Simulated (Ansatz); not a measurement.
# GaCuCCl4O (P-1): G0W0 under other settings

A base run on GaCuCCl4O (P-1), then changed inputs.

Calculated with Ansatz 0.2.0; G0W0 on PBE, plane waves, PAW; PAW set soft_1.

In doubt: one-shot GW on d or f shells is unsure, so the values of those runs are not to be relied on.

### 1. Starting point

The cell holds 16 atoms: 2 Ga, 2 Cu, 2 C, 8 Cl and 2 O. Cell: a = 6.877 Å, b = 7.015 Å, c = 8.759 Å, α = 81.0°, β = 69.5°, γ = 85.7°. It derives from GaCuCCl4O.

Geometry: measured cell, ions relaxed with PBE. The runs that relaxed it are not among those shown.

### 2. The base run: 2×2×2 mesh, 887 empty bands, screening to 100 eV, PAW set soft_1 files

Now the one-shot GW correction: screening in the RPA, then the self-energy of the levels asked for. This step takes PAW set soft_1 files.

Input file input.yaml:

```yaml
crystal:
  lattice:
    - [6.8769, 0.0, 0.0]
    - [0.522228115, 6.9960358808, 0.0]
    - [3.0741926905, 1.1449101349, 8.1219214749]
  atoms:
    - { symbol: Ga, position: [0.2081665666, 0.7574132111, 0.7643240985] }
    - { symbol: Ga, position: [0.7918334334, 0.2425867889, 0.2356759015] }
    - { symbol: Cu, position: [0.022745104, 0.7338024064, 0.2203571138] }
    - { symbol: Cu, position: [0.977254896, 0.2661975936, 0.7796428862] }
    - { symbol: C, position: [0.2827240723, 0.7757339647, 0.2143510568] }
    - { symbol: C, position: [0.7172759277, 0.2242660353, 0.7856489432] }
    - { symbol: Cl, position: [0.9210642142, 0.756937292, 0.9889027727] }
    - { symbol: Cl, position: [0.0789357858, 0.243062708, 0.0110972273] }
    - { symbol: Cl, position: [0.7852164132, 0.9565929156, 0.3873724251] }
    - { symbol: Cl, position: [0.2147835868, 0.0434070844, 0.6126275749] }
    - { symbol: Cl, position: [0.8424017929, 0.4560128272, 0.3819958627] }
    - { symbol: Cl, position: [0.1575982071, 0.5439871728, 0.6180041373] }
    - { symbol: Cl, position: [0.4876463372, 0.6931938752, 0.8219630673] }
    - { symbol: Cl, position: [0.5123536628, 0.3068061248, 0.1780369327] }
    - { symbol: O, position: [0.4396928157, 0.8115366937, 0.2184202269] }
    - { symbol: O, position: [0.5603071843, 0.1884633063, 0.7815797731] }
kpoints:
  mp_grid: { grid: [2, 2, 2] }
hamiltonian:
  xc: pbe
  pseudopotentials: { kind: paw, azcp: { folder: soft_1 } }
scf:
  occupations: { method: fixed }
gw:
  n_empty_bands: 887
  ecut_chi: 100.0
  qp_bands: [v4, c4]
  qp_kpoints: band_edges
  screening: { model: contour_deformation }
```

On the command line:

```bash
> ansatz run input.yaml --threads 2 --pin off --max-ram 73728MiB --backend cuda --events-out ev --progress --plain --runs-dir out --devices 1 --max-vram 13GiB
```

Numbers of over 12 decimals in the logs are rounded to 6 here.

The program printed:

```text
GPUs: using 1 of 1 available (devices: 1).
Engine: ansatz 0.2.0, x86_64-unknown-linux-gnu
Pseudopotentials: kind: paw
Pseudopotential: Ga, paw, valence charge 13, recommended cutoff 420 eV (normal), soft_1/Ga.paw.azcp
Pseudopotential: Cu, paw, valence charge 19, recommended cutoff 420 eV (normal), soft_1/Cu.paw.azcp
Pseudopotential: C, paw, valence charge 4, recommended cutoff 420 eV (normal), soft_1/C.paw.azcp
Pseudopotential: Cl, paw, valence charge 7, recommended cutoff 420 eV (normal), soft_1/Cl.paw.azcp
Pseudopotential: O, paw, valence charge 6, recommended cutoff 420 eV (normal), soft_1/O.paw.azcp
Functional definition: PBE
  parameter kappa = 0.804
  parameter beta = 0.066725
  exchange = pbe_x(kappa = kappa, mu = beta*pi^2/3)
  correlation = pbe_c(beta = beta)
device memory: the entry about to start is reckoned to put 3.4 GiB on a device that reports 61.9 GiB free (of which the cap on the GPU budget leaves the run 13.0 GiB)
GPU FFT provider: cuFFT
GPU libraries: cuBLAS 13.8.2, cuFFT 12.4.0, cuSOLVER 12.3.4
Crystal: 16 atoms, lattice volume = 390.754 Å³
Basis set: ecut = 420 eV, 7629 PW (Γ)
Bands: 86, of which v1, the nominal top of the filled ones, is band 70 counted from 1 (69 counted from 0)
Symmetry: 2 space group operations
Space group: P-1 (ITA 2), of the structure as read, at distance tolerance 7.3e-5 Å
k-points: 8
Non-local potential: Ga, projectors of the file, l = 0: 2, l = 1: 2, l = 2: 3, l = 3: 1
Non-local potential: Cu, projectors of the file, l = 0: 3, l = 1: 2, l = 2: 3, l = 3: 1
Non-local potential: C, projectors of the file, l = 0: 2, l = 1: 2, l = 2: 1
Non-local potential: Cl, projectors of the file, l = 0: 2, l = 1: 2, l = 2: 1
Non-local potential: O, projectors of the file, l = 0: 2, l = 1: 2, l = 2: 1
PAW form: soft (Blöchl's): semilocal exchange-correlation on the pseudo side does not see the compensation charge
PAW one-centre angular grid: Ga, 590 points (default); XC on 64 Gauss nodes
PAW one-centre angular grid: Cu, 590 points (default); XC on 64 Gauss nodes
PAW one-centre angular grid: C, 110 points (default); XC on 64 Gauss nodes
PAW one-centre angular grid: Cl, 110 points (default); XC on 64 Gauss nodes
PAW one-centre angular grid: O, 110 points (default); XC on 64 Gauss nodes
Initial density: superposition of atomic densities (chi_scale 0.1, normalization cell, long waves kept (reshape's long-wave potential 0.29 eV rms))
Initial wavefunctions: pseudopotential atomic-orbital guess
GPU buffer pool allocated for 138240 grid points (all kernels)
GPU transforms: local potential and band sums: pruned to the plane-wave sphere, on 45×48×60
Functional: x = pbe(κ = 0.804, μ = 0.219515), c = pbe(β = 0.066725)
[...]
NSCF: frozen V_eff on 8 k-points
[...]
device memory: the entry about to start is reckoned to put 6.5 GiB on a device that reports 58.5 GiB free (of which the cap on the GPU budget leaves the run 13.0 GiB)
NSCF: frozen V_eff on 8 k-points
G₀W₀ screening: q 1/8
[... further progress lines ...]
SCF converged after 15 iterations
Free energy (F): -31098.115221 eV
Harris-Foulkes:  -31098.115221 eV  (|F-HF|=2.47e-9)
Internal energy: -31098.115221 eV  (E = F + TS)
E sigma→0 (E₀):  -31098.115221 eV
Fermi energy:    1.715285 eV
--- Per-component energies (eV) ---
  E_band       = -1882.599356
  E_kinetic    = 2454.239621
  E_local      = -22934.199545  (includes V_loc(G=0)·N_el)
  E_nonlocal   = 2019.950169
  E_hartree    = 10263.537444
  E_xc         = -1346.300348
  E_vxc        = -1499.790506  (∫ρ·V_xc dr)
  E_paw        = -13427.549843  (= ΣΔE_a)
  E_vpaw       = -2449.876692  (= ΣTr[D̂ρ^β])
  E_aug_tail   = 0.003982  (compensation charges beyond the density's cutoff)
  E_ewald      = -8127.796701
  E_smearing   = -0.000000  (= −TS)
  E_closure    = 0.000000  (closes the sum)
  Σ components = -31098.115221   (vs F -31098.115221, Δ=0.00e0)
--- Band table (eV; the first three rows and the last of 8) ---
  k-point 0: bands = [... 66 lower, 1.4394, 1.4899, 1.5833, 1.6996, 4.8663, 5.2353, 5.4496, 5.4934, ... 12 higher]
  k-point 1: bands = [... 66 lower, 1.4380, 1.5511, 1.6046, 1.6527, 5.0000, 5.1889, 5.4187, 5.4835, ... 12 higher]
  k-point 2: bands = [... 66 lower, 1.3705, 1.3882, 1.6383, 1.7153, 5.2995, 5.3414, 5.4778, 5.5543, ... 12 higher]
  k-point 7: bands = [... 66 lower, 1.3506, 1.4294, 1.6173, 1.6733, 5.3859, 5.4080, 5.4275, 5.5228, ... 12 higher]
--- G₀W₀: contour deformation, 6 samples at zero and on the imaginary axis and 1 off it, 8 q-points, 887 empty bands' worth ---
  eigenvalues of the whole cell's RPA ε∞ on this k-mesh (on a slab, of 1 + 4πα/V) = 2.5857, 2.7214, 2.8889; static W/v taken at q = 0 is 0.364433
  gw.qp_kpoints: band_edges: 8 of 8 stored k-points solved, in 1 pass; an edge of the gap read off the rows below is read off those points alone
    ik  band        ε_KS         Σx   Σc(E_QP)       V_xc       Z   E_QP_lin       E_QP  E_QP is
     0    67      1.4394   -39.8775     6.9682   -31.7616  0.7062     0.2568     0.2916  root
     0    68      1.4899   -40.2567     7.0849   -32.0267  0.7051     0.3098     0.3449  root
     0    69      1.5833   -39.5760     6.7989   -31.6376  0.7095     0.4108     0.4438  root
     0    70      1.6996   -38.6654     6.5767   -30.9384  0.7145     0.5167     0.5493  root
     0    71      4.8663   -10.7475    -3.4220   -15.4157  0.8102     6.1308     6.1125  root
     0    72      5.2353   -11.6789    -3.4672   -16.6833  0.7905     6.8109     6.7725  root
     0    73      5.4496   -11.6470    -3.6588   -17.0830  0.7700     7.2984     7.2268  root
     0    74      5.4934   -11.9792    -3.6723   -17.4626  0.7664     7.3841     7.3045  root
[...]
7    71      5.3859   -11.9643    -3.5975   -17.2826  0.7745     7.1688     7.1067  root
     7    72      5.4080   -11.7726    -3.5614   -17.0512  0.7758     7.1868     7.1252  root
     7    73      5.4275   -11.7639    -3.5739   -17.0875  0.7720     7.2448     7.1772  root
     7    74      5.5228   -12.2373    -3.6232   -17.6220  0.7701     7.3518     7.2842  root
```

Wall time 53 s (1 × NVIDIA H100 80GB HBM3 (shared by 6 runs) with 2 threads of AMD EPYC 7R13 (Zen 3), shared host); peak memory 3.2 GiB; 88 s of CPU time.

This step gave:

```
bands summed                                 : 957
RPA ε∞ on this mesh (eigenvalues)            : 2.586, 2.721, 2.889
plane waves in the screening matrix          : 893
q-points in the mesh                         : 8
G0W0 gap on the mesh                         : 5.545 eV
k of the valence top                         : 0, -0.5, 0
k of the conduction bottom                   : 0, 0, 0
starting gap on the mesh                     : 3.151 eV
Z at the valence top                         : 0.7140
Z at the conduction bottom                   : 0.8102
least direct G0W0 gap on the computed points : 5.563 eV
```

The gap on the mesh goes from 3.15 eV to 5.55 eV, a correction of +2.39 eV. Between the two edge states, bare exchange in place of the xc potential would open the gap by 12.44 eV, and correlation takes back 10.04 eV.

### 3. Variant: wavefunction cutoff

input.yaml: that of step 2 with these lines changed.

```diff
@@ -31,3 +31,3 @@
   n_empty_bands: 887
-  ecut_chi: 100.0
+  ecut_chi: 100
   qp_bands: [v4, c4]
@@ -35 +35,3 @@
   screening: { model: contour_deformation }
+basis:
+  ecutwfc: 600
```

The program printed:

```text
GPUs: using 1 of 1 available (devices: 1).
[...]
GPU FFT provider: cuFFT
GPU libraries: cuBLAS 13.8.2, cuFFT 12.4.0, cuSOLVER 12.3.4
Crystal: 16 atoms, lattice volume = 390.754 Å³
Basis set: ecut = 600 eV, 13013 PW (Γ)
Bands: 86, of which v1, the nominal top of the filled ones, is band 70 counted from 1 (69 counted from 0)
Symmetry: 2 space group operations
[...]
k-points: 8
[...]
GPU buffer pool allocated for 259200 grid points (all kernels)
[...]
SCF iter   1: F=—  HF=-31109.465098 eV  |F-HF|=—  |Δ(HF+E_count)|=         —  Δρ=1.04e-1  dr2=4.35e1  ethr=3.10e-3  ⟨swp⟩=5.0  Hψ=2670  notcnv=0  defer=80
[...]
SCF iter  15: F=-31098.142641 eV  HF=-31098.142641 eV  |F-HF|=2.78e-9  |Δ(HF+E_count)|=   1.84e-9  Δρ=1.91e-6  dr2=1.22e-8  ethr=7.14e-11  ⟨swp⟩=15.1  Hψ=3221  notcnv=0
SCF 1 converged in 15 iterations: F = -31098.142641 eV  dr2 = 1.22e-8
[...]
NSCF: frozen V_eff on 8 k-points
[...]
G₀W₀ screening: q 1/8
[... further progress lines ...]
SCF converged after 15 iterations
Free energy (F): -31098.142641 eV
[...]
Internal energy: -31098.142641 eV  (E = F + TS)
E sigma→0 (E₀):  -31098.142641 eV
Fermi energy:    1.713060 eV
[...]
--- Band table (eV; the first three rows and the last of 8) ---
  k-point 0: bands = [... 66 lower, 1.4368, 1.4876, 1.5808, 1.6974, 4.8664, 5.2348, 5.4485, 5.4922, ... 12 higher]
  k-point 1: bands = [... 66 lower, 1.4354, 1.5487, 1.6022, 1.6505, 4.9998, 5.1890, 5.4176, 5.4823, ... 12 higher]
  k-point 2: bands = [... 66 lower, 1.3679, 1.3856, 1.6362, 1.7131, 5.2988, 5.3406, 5.4768, 5.5531, ... 12 higher]
  k-point 7: bands = [... 66 lower, 1.3480, 1.4269, 1.6151, 1.6711, 5.3849, 5.4070, 5.4264, 5.5216, ... 12 higher]
[...]
0    67      1.4368   -39.8667     6.9625   -31.7514  0.7064     0.2491     0.2841  root
     0    68      1.4876   -40.2540     7.0811   -32.0226  0.7053     0.3019     0.3373  root
     0    69      1.5808   -39.5615     6.7927   -31.6243  0.7097     0.4031     0.4364  root
     0    70      1.6974   -38.6584     6.5721   -30.9311  0.7147     0.5093     0.5422  root
     0    71      4.8664   -10.7459    -3.4221   -15.4142  0.8102     6.1308     6.1125  root
     0    72      5.2348   -11.6775    -3.4678   -16.6828  0.7904     6.8108     6.7724  root
     0    73      5.4485   -11.6441    -3.6602   -17.0813  0.7701     7.2969     7.2254  root
     0    74      5.4922   -11.9761    -3.6737   -17.4606  0.7665     7.3825     7.3030  root
[...]
7    71      5.3849   -11.9617    -3.5987   -17.2819  0.7744     7.1685     7.1063  root
     7    72      5.4070   -11.7705    -3.5627   -17.0498  0.7759     7.1850     7.1236  root
     7    73      5.4264   -11.7613    -3.5754   -17.0863  0.7721     7.2436     7.1760  root
     7    74      5.5216   -12.2354    -3.6244   -17.6213  0.7701     7.3507     7.2831  root
```

The job ended after 32 s (1 × NVIDIA H100 80GB HBM3 (shared by 6 runs) with 2 threads; peak memory 4 GiB; 48 s of CPU time).

The G0W0 gap on the mesh is 5.553 eV.

Against the base:

```
     setting  base  variant
typed cutoff     -      600
```

```
                                    quantity  variant   base
                    starting gap on the mesh    3.153  3.151
                        G0W0 gap on the mesh    5.553  5.545
least direct G0W0 gap on the computed points    5.570  5.563
                        Z at the valence top    0.714  0.714
                  Z at the conduction bottom    0.810  0.810
```

[end of part 1 of 2]

[Paths, hosts, dates, memory and timing lines, banners, echoed tables and standing remarks are left out of the program output.]

[Logs are printed without paths, hosts, clocks, repeated set-up lines and the standing remarks that a program may print on its own settings, such as how far it seeks lower states.]

[Runs of the session that timed out or met a known fault of the program may be left out.]

[Cells called generated may have been cut or substituted from an entry of the Crystallography Open Database or the Materials Project.]

[Hosts, paths, dates, database ids (printed as entryN), source tags and the programs' standing remarks are cut or masked in the printed files.]
